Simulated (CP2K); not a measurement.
Consider fluoride dihydrate at its PBE geometry (Å).

```xyz
7

F    -0.0418    0.2972    0.0034
O    -1.1130   -0.0607   -2.2234
O     1.1158    0.1191    2.2264
H    -1.9293   -0.5045   -1.9494
H    -0.6395    0.0982   -1.3141
H     0.6084    0.1981    1.3276
H     1.9994   -0.1473    1.9295
```

Method: CP2K XAS_TDP, all-electron GAPW, PBEh(45%), aug-cc-pVDZ, TDA, GW2X-corrected core level, no relativity.

**Question.** Where do the O K-edge lines lie, and how strong are they?

Leading lines: O2 533.86 eV and O3 533.92 eV. The leading line of an atom is its first one with 35 % of the strongest within 2.5 eV of its lowest line over the strength cut. Core ionisation energies at this level: O2 532.80 and O3 532.89 eV.

The first six lines of each atom with a strength over 0.0015:

```tsv
atom	energy (eV)	states	strength, one atom	above the computed threshold
O2 (bonded to 2 H, gives 1 H bond)	533.86	1	0.0104	yes
	535.99	1	0.0020	yes
	536.48	1	0.0061	yes
	536.74	1	0.0147	yes
	537.24	1	0.0156	yes
	538.14	1	0.0055	yes
O3 (bonded to 2 H, gives 1 H bond)	533.92	1	0.0106	yes
	536.07	1	0.0021	yes
	536.56	1	0.0070	yes
	536.82	1	0.0138	yes
	537.31	1	0.0156	yes
	538.24	1	0.0055	yes
```

Lines are vertical, at one geometry, with no vibrational structure. GW2X ionisation energies and lines can be off by 1 to 2 eV either way, and a good line position may hide errors that cancel. These values hold no scalar relativity, about 0.4 eV for O 1s. Rydberg lines, and the discretised continuum above threshold, depend on the basis and the box. This is one low-energy arrangement of the cluster, relaxed without a dispersion correction; others exist. The ion (charge -1) is isolated, with no counter-ion or solvent. In an isolated anion many lines lie above the ionisation threshold and are held only by the finite basis.

[Banner, clock and machine lines of the logs are left out without a mark of their own.]

[Logs are printed without paths, hosts, clocks, repeated set-up lines and the standing remarks that a program may print on its own settings, such as how far it seeks lower states.]

[Hosts, paths, dates, database ids (printed as entryN), source tags and the programs' standing remarks are cut or masked in the printed files.]
